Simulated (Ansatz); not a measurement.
**A convergence test on Te (P3_121): k mesh of the density**

Wanted: the cheapest k mesh of the density that holds the PBE gap of Te (P3_121).

Calculated with Ansatz 0.2.0; DFT, PBE, plane waves, PAW; PAW set soft_1.

**1. Set-up**

The structure is trigonal, space group P3_121 (No. 152). The conventional cell has a = 4.457 Å, b = 4.457 Å, c = 5.929 Å, α = 90.00°, β = 90.00°, γ = 120.00°. Te has 2 Te at 2.84 Å nearest.

The cell and positions come from the Crystallography Open Database and are kept as given unless a step says otherwise. Spin-orbit coupling is left out unless a step names it.

**2. k mesh of the density: 3×3×2**

input.yaml reads:

```yaml
crystal:
  lattice:
    - [4.4572, 0.0, 0.0]
    - [-2.2286, 3.8600484297, 0.0]
    - [0.0, 0.0, 5.929]
  atoms:
    - { symbol: Te, position: [0.2633, 0.0, 0.3333333333] }
    - { symbol: Te, position: [0.0, 0.2633, 0.6666666667] }
    - { symbol: Te, position: [0.7367, 0.7367, 0.0] }
kpoints:
  mp_grid: { grid: [3, 3, 2] }
  band_path:
    path:
      - [0.0, 0.0, 0.0]
      - [0.5, 0.0, 0.0]
      - [0.33333333, 0.33333333, 0.0]
      - [0.0, 0.0, 0.5]
      - [0.5, 0.0, 0.5]
      - [0.33333333, 0.33333333, 0.5]
      - [0.33333333, 0.33333333, 0.45]
    npoints: 1
hamiltonian:
  xc: pbe
  pseudopotentials: { kind: paw, azcp: { folder: soft_1 } }
scf:
  occupations: { method: fixed }
  n_extra_bands: 5
output:
  eigenvalues: true
  forces: true
  stress: true
```

Launch:

```
$ ansatz run input.yaml --threads 3 --pin off --max-ram 92160MiB --backend cuda --events-out ev --progress --plain --runs-dir out --devices 1 --max-vram 13GiB
```

Numbers of over 12 decimals in the logs are rounded to 6 here.

Log:

```text
scf.n_extra_bands = 5 over 24 filled bands (N_el = 48.0): the run solves 29 bands
GPUs: using 1 of 1 available (devices: 1).
Engine: ansatz 0.2.0, x86_64-unknown-linux-gnu
Pseudopotentials: kind: paw
Pseudopotential: Te, paw, valence charge 16, recommended cutoff 420 eV (normal), soft_1/Te.paw.azcp
Functional definition: PBE
  parameter kappa = 0.804
  parameter beta = 0.066725
  exchange = pbe_x(kappa = kappa, mu = beta*pi^2/3)
  correlation = pbe_c(beta = beta)
device memory: the entry about to start is reckoned to put 2.1 GiB on a device that reports 53.0 GiB free (of which the cap on the GPU budget leaves the run 13.0 GiB)
GPU FFT provider: cuFFT
GPU libraries: cuBLAS 13.8.2, cuFFT 12.4.0, cuSOLVER 12.3.4
Crystal: 3 atoms, lattice volume = 102.008 Å³
Basis set: ecut = 420 eV, 2017 PW (Γ), exchange–correlation on 60×60×80 points (8 copies of the dense FFT grid, shifted against one another)
Bands: 29, of which v1, the nominal top of the filled ones, is band 24 counted from 1 (23 counted from 0)
Symmetry: 6 space group operations
Space group: P3121 (ITA 152), of the structure as read, at distance tolerance 4.7e-5 Å
k-points: 6 of 18 (time reversal used)
Non-local potential: Te, projectors of the file, l = 0: 2, l = 1: 2, l = 2: 2, l = 3: 1
PAW form: soft (Blöchl's): semilocal exchange-correlation on the pseudo side does not see the compensation charge
PAW one-centre angular grid: Te, 590 points (default); XC on 64 Gauss nodes
Initial density: superposition of atomic densities (chi_scale 0.1, normalization cell)
Initial wavefunctions: pseudopotential atomic-orbital guess
GPU buffer pool allocated for 36000 grid points (all kernels)
GPU transforms: local potential and band sums: pruned to the plane-wave sphere, on 30×30×40
Functional: x = pbe(κ = 0.804, μ = 0.219515), c = pbe(β = 0.066725)
SCF iter   1: F=—  HF=-20939.989405 eV  |F-HF|=—  |Δ(HF+E_count)|=         —  Δρ=1.73e-2  dr2=2.25e-1  ethr=3.10e-3  ⟨swp⟩=4.8  Hψ=655  notcnv=0  defer=16
preconditioner: auto → Resta (q_TF=auto, 2.406 Å⁻¹)  ε∞=4.2  [insulator: Δε(μ)=0.240 eV  Ē_g=8.709 eV  n_scr=22 (ndim 8)  ℏωp=15.6 eV  f_vac=0.011  ε∞_Penn≈4.2]
SCF iter   2: F=—  HF=-20939.971238 eV  |F-HF|=—  |Δ(HF+E_count)|=   1.82e-2  Δρ=1.01e-2  dr2=7.48e-2  ethr=4.69e-4  ⟨swp⟩=2.0  Hψ=236  notcnv=0  defer=16
SCF iter   3: F=—  HF=-20939.967899 eV  |F-HF|=—  |Δ(HF+E_count)|=   3.34e-3  Δρ=9.75e-4  dr2=8.56e-4  ethr=1.56e-4  ⟨swp⟩=3.0  Hψ=254  notcnv=0  defer=16
SCF iter   4: F=—  HF=-20939.968411 eV  |F-HF|=—  |Δ(HF+E_count)|=   5.12e-4  Δρ=3.23e-4  dr2=1.01e-4  ethr=1.78e-6  ⟨swp⟩=2.0  Hψ=326  notcnv=0  defer=16
SCF iter   5: F=—  HF=-20939.968381 eV  |F-HF|=—  |Δ(HF+E_count)|=   2.98e-5  Δρ=1.09e-4  dr2=1.72e-5  ethr=2.10e-7  ⟨swp⟩=3.0  Hψ=312  notcnv=0  defer=16
SCF iter   6: F=—  HF=-20939.968567 eV  |F-HF|=—  |Δ(HF+E_count)|=   1.86e-4  Δρ=2.93e-5  dr2=1.21e-6  ethr=3.58e-8  ⟨swp⟩=2.0  Hψ=225  notcnv=0  defer=13
SCF iter   7: F=-20939.968569 eV  HF=-20939.968569 eV  |F-HF|=5.73e-8  |Δ(HF+E_count)|=   2.35e-6  Δρ=5.02e-6  dr2=2.48e-8  ethr=2.08e-10  ⟨swp⟩=14.7  Hψ=1279  notcnv=0
SCF 1 converged in 7 iterations: F = -20939.968569 eV  dr2 = 2.48e-8
[...]
device memory: the entry about to start is reckoned to put 1.2 GiB on a device that reports 52.9 GiB free (of which the cap on the GPU budget leaves the run 13.0 GiB)
NSCF: frozen V_eff on 7 k-points
SCF converged after 7 iterations
Free energy (F): -20939.968569 eV
Harris-Foulkes:  -20939.968569 eV  (|F-HF|=5.73e-8)
Internal energy: -20939.968569 eV  (E = F + TS)
E sigma→0 (E₀):  -20939.968569 eV
Fermi energy:    8.721847 eV
--- Per-component energies (eV) ---
  E_band       = -799.094560
  E_kinetic    = 515.705807
  E_local      = -4949.654583  (includes V_loc(G=0)·N_el)
  E_nonlocal   = 194.591474
  E_hartree    = 2462.288912
  E_xc         = -367.784961
  E_vxc        = -305.960408  (∫ρ·V_xc dr)
  E_paw        = -14008.215657  (= ΣΔE_a)
  E_vpaw       = -1178.355902  (= ΣTr[D̂ρ^β])
  E_aug_tail   = 0.000270  (compensation charges beyond the density's cutoff)
  E_ewald      = -4786.899832
  E_smearing   = -0.000000  (= −TS)
  E_closure    = 0.000000  (closes the sum)
  Σ components = -20939.968569   (vs F -20939.968569, Δ=0.00e0)
--- Forces (eV/Å), atoms counted from 1 ---
  atom   1  Te     0.07512858    -0.00000000     0.00000000
  atom   2  Te    -0.03756429     0.06506326    -0.00000000
  atom   3  Te    -0.03756429    -0.06506326    -0.00000000
  max |Σ_I F_I| component: 9.71e-17 eV/Å
--- Stress (GPa, compression-positive) ---
        2.594908      -0.000000      -0.000000
        0.000000       2.594908       0.000000
       -0.000000       0.000000       1.974886
  P = ⅓ Tr σ = 2.3882 GPa (23.882 kbar)
--- Band table (eV; the first three rows and the last of 6) ---
  k-point 0: bands = [... 20 lower, 5.9267, 7.0813, 7.0813, 7.9884, 9.7662, 9.7662, 10.3932, 13.7078, ... 1 higher]
  k-point 1: bands = [... 20 lower, 6.0596, 7.3985, 7.6766, 7.6766, 9.2666, 9.3332, 9.3332, 12.7729, ... 1 higher]
  k-point 2: bands = [... 20 lower, 5.1634, 6.3704, 7.6905, 7.9080, 9.6612, 9.8338, 11.5498, 12.1534, ... 1 higher]
  k-point 5: bands = [... 20 lower, 3.7450, 7.6822, 8.7218, 8.7218, 8.8945, 10.1754, 10.1754, 14.6247, ... 1 higher]
```

Wall time 5.3 s (1 × NVIDIA H100 80GB HBM3 (shared by 6 runs) with 3 threads of AMD EPYC 7R13 (Zen 3), shared host); peak memory 0.93 GiB; 4 s of CPU time.

In the SCF lines HF is the Harris–Foulkes energy and dr2 the Hartree energy of the density residual, in eV; the loop may stop once dr2 is under the threshold and the program's other checks hold. Hψ counts applications of the Hamiltonian.

This step gave:

- pressure: 2.388 GPa
- gap: 0.1570 eV
- valence top at: k = (0.333, 0.333, 0.450)
- conduction bottom at: H
- least direct gap: 0.1727 eV

The gap is indirect, with the least direct gap 0.016 eV higher.

**3. k mesh of the density: 6×6×2**

Edit input.yaml of step 2 so:

```diff
@@ -10,3 +10,3 @@
 kpoints:
-  mp_grid: { grid: [3, 3, 2] }
+  mp_grid: { grid: [6, 6, 2] }
   band_path:
```

Log:

```text
[...]
GPUs: using 1 of 1 available (devices: 1).
[...]
GPU FFT provider: cuFFT
GPU libraries: cuBLAS 13.8.2, cuFFT 12.4.0, cuSOLVER 12.3.4
Crystal: 3 atoms, lattice volume = 102.008 Å³
Basis set: ecut = 420 eV, 2017 PW (Γ), exchange–correlation on 60×60×80 points (8 copies of the dense FFT grid, shifted against one another)
[...]
k-point 0: bands = [... 20 lower, 5.9216, 7.0688, 7.0688, 7.9718, 9.7624, 9.7624, 10.3869, 13.7008, ... 1 higher]
  k-point 1: bands = [... 20 lower, 6.0572, 7.3832, 7.6656, 7.6656, 9.2638, 9.3237, 9.3237, 12.7720, ... 1 higher]
  k-point 2: bands = [... 20 lower, 5.6170, 7.4488, 7.8001, 7.9455, 9.5977, 9.6989, 10.2792, 13.1527, ... 1 higher]
  k-point 13: bands = [... 20 lower, 3.7402, 7.6745, 8.7092, 8.7092, 8.8931, 10.1689, 10.1689, 14.6193, ... 1 higher]
[key lines of the parts left out:]
SCF converged after 7 iterations
Free energy (F): -20940.127748 eV
Fermi energy:    8.709170 eV
P = ⅓ Tr σ = 2.0059 GPa (20.059 kbar)
```

Elapsed: 8.9 s, on 1 × NVIDIA H100 80GB HBM3 (shared by 6 runs) with 3 threads; peak memory 0.9 GiB; 3.5 s of CPU time.

This step gave:

* pressure: 2.006 GPa
* gap: 0.1667 eV
* valence top at: k = (0.333, 0.333, 0.450)
* conduction bottom at: H
* least direct gap: 0.1839 eV

The gap is 0.167 eV, +0.010 eV from the run before at this level.

**4. k mesh of the density: 6×6×4 (the default)**

input.yaml, the sections that differ from step 3:

```yaml
kpoints:
  mp_grid: { grid: [6, 6, 4] }
  band_path:
    path:
      - [[0.0, 0.0, 0.0], [0.5, 0.0, 0.0], [0.33333333, 0.33333333, 0.0], [0.0, 0.0, 0.0], [0.0, 0.0, 0.5], [0.5, 0.0, 0.5], [0.33333333, 0.33333333, 0.5], [0.0, 0.0, 0.5]]
      - [[0.5, 0.0, 0.5], [0.5, 0.0, 0.0]]
      - [[0.33333333, 0.33333333, 0.5], [0.33333333, 0.33333333, 0.0]]
    npoints: 10
scf:
  occupations: { method: fermi_dirac, width: 0.02 }
  n_extra_bands: 5
output:
  eigenvalues: true
  forces: true
  stress: true
  write_density: true
  write_potential: true
  elf: true
  volumetric_format: npy
# crystal, hamiltonian: as in step 3
```

Log:

```text
[...]
GPUs: using 1 of 1 available (devices: 1).
[...]
GPU FFT provider: cuFFT
GPU libraries: cuBLAS 13.8.2, cuFFT 12.4.0, cuSOLVER 12.3.4
Crystal: 3 atoms, lattice volume = 102.008 Å³
Basis set: ecut = 420 eV, 2017 PW (Γ), exchange–correlation on 60×60×80 points (8 copies of the dense FFT grid, shifted against one another)
[...]
k-point 0: bands = [... 20 lower, 5.9211, 7.0688, 7.0688, 7.9716, 9.7612, 9.7612, 10.3873, 13.6996, ... 1 higher]
  k-point 1: bands = [... 20 lower, 6.2088, 7.2364, 7.2505, 7.9091, 9.4598, 9.4819, 9.8883, 13.1591, ... 1 higher]
  k-point 2: bands = [... 20 lower, 6.0575, 7.3822, 7.6657, 7.6657, 9.2640, 9.3229, 9.3229, 12.7729, ... 1 higher]
  k-point 23: bands = [... 20 lower, 3.7410, 7.6745, 8.7085, 8.7085, 8.8917, 10.1695, 10.1695, 14.6186, ... 1 higher]
[key lines of the parts left out:]
SCF converged after 7 iterations
Free energy (F): -20940.129080 eV
Fermi energy:    8.807085 eV
P = ⅓ Tr σ = 2.0190 GPa (20.190 kbar)
```

Wall time 14 s (1 × NVIDIA H100 80GB HBM3 (shared by 6 runs) with 3 threads); peak memory 0.91 GiB.

Numbers from this step:

```yaml
pressure: 2.019 GPa
gap: 0.1653 eV
valence_top_at: k = (0.333, 0.333, 0.450)
conduction_bottom_at: H
least_direct_gap: 0.1832 eV
```

The gap is 0.165 eV, −0.001 eV from the run before at this level.

**5. k mesh of the density: 12×12×6**

input.yaml, the sections that differ from step 4:

```yaml
kpoints:
  mp_grid: { grid: [12, 12, 6] }
  band_path:
    path:
      - [0.0, 0.0, 0.0]
      - [0.5, 0.0, 0.0]
      - [0.33333333, 0.33333333, 0.0]
      - [0.0, 0.0, 0.5]
      - [0.5, 0.0, 0.5]
      - [0.33333333, 0.33333333, 0.5]
      - [0.33333333, 0.33333333, 0.45]
    npoints: 1
scf:
  occupations: { method: fixed }
  n_extra_bands: 5
output:
  eigenvalues: true
  forces: true
  stress: true
# crystal, hamiltonian: as in step 4
```

Log:

```text
[...]
GPUs: using 1 of 1 available (devices: 1).
[...]
GPU FFT provider: cuFFT
GPU libraries: cuBLAS 13.8.2, cuFFT 12.4.0, cuSOLVER 12.3.4
Crystal: 3 atoms, lattice volume = 102.008 Å³
Basis set: ecut = 420 eV, 2017 PW (Γ), exchange–correlation on 60×60×80 points (8 copies of the dense FFT grid, shifted against one another)
[...]
k-point 0: bands = [... 20 lower, 5.9208, 7.0679, 7.0679, 7.9705, 9.7609, 9.7609, 10.3869, 13.6993, ... 1 higher]
  k-point 1: bands = [... 20 lower, 6.1740, 7.1409, 7.1607, 7.9440, 9.6007, 9.6100, 10.1301, 13.3875, ... 1 higher]
  k-point 2: bands = [... 20 lower, 6.1926, 7.3082, 7.3874, 7.8526, 9.3426, 9.3676, 9.6452, 12.9543, ... 1 higher]
  k-point 99: bands = [... 20 lower, 3.7404, 7.6739, 8.7077, 8.7077, 8.8915, 10.1689, 10.1689, 14.6182, ... 1 higher]
[key lines of the parts left out:]
SCF converged after 7 iterations
Free energy (F): -20940.134017 eV
Fermi energy:    8.707686 eV
P = ⅓ Tr σ = 1.9976 GPa (19.976 kbar)
```

Run time: 15 s. Hardware: 1 × NVIDIA H100 80GB HBM3 (shared by 6 runs) with 3 threads; peak memory 0.95 GiB; 14 s of CPU time.

This step gave:

| Property | Result |
| --- | --- |
| pressure | 1.998 GPa |
| gap | 0.1659 eV |
| valence top at | k = (0.333, 0.333, 0.450) |
| conduction bottom at | H |
| least direct gap | 0.1838 eV |

The gap is 0.166 eV, +0.001 eV from the run before at this level.

**6. The series**

Differences are against the last row; a negative gap means that bands overlap, and a run with a band path holds that path's time. Times are wall times on 1 × NVIDIA H100 80GB HBM3 (shared by 6 runs) with 3 threads of AMD EPYC 7R13 (Zen 3), shared host, good to a factor of about two.

| k mesh of the density | gap (eV) | direct gap (eV) | gap error (eV) | energy error (meV/atom) | irreducible k | time |
| --- | --- | --- | --- | --- | --- | --- |
| 3×3×2 | 0.157 | 0.173 | −0.009 | +55.1 | 6 | 5.3 s |
| 6×6×2 | 0.167 | 0.184 | +0.001 | +2.1 | 14 | 8.9 s |
| 6×6×4 | 0.165 | 0.183 | −0.001 | +1.6 | 24 | 14 s |
| 12×12×6 | 0.166 | 0.184 | +0.000 | +0.0 | 100 | 15 s |

**7. What came out**

```
3×3×2   : 0.157 eV
6×6×2   : 0.167 eV
6×6×4   : 0.165 eV
12×12×6 : 0.166 eV
```

**Reading.** The gap holds to 0.02 eV from 3×3×2 on, the cheapest setting tried. At 3×3×2 the gap is off by −0.009 eV and the energy by +55 meV/atom. The gap is read over the mesh and added points near the edges, so meshes differ mainly through the density and, for a hybrid, the exchange operator.

[Paths, hosts, dates, memory and timing lines, banners, echoed tables and standing remarks are left out of the program output.]

[Logs are printed without paths, hosts, clocks, repeated set-up lines and the standing remarks that a program may print on its own settings, such as how far it seeks lower states.]

[Runs of the session that timed out or met a known fault of the program may be left out.]

[Cells called generated may have been cut or substituted from an entry of the Crystallography Open Database or the Materials Project.]

[Hosts, paths, dates, database ids (printed as entryN), source tags and the programs' standing remarks are cut or masked in the printed files.]
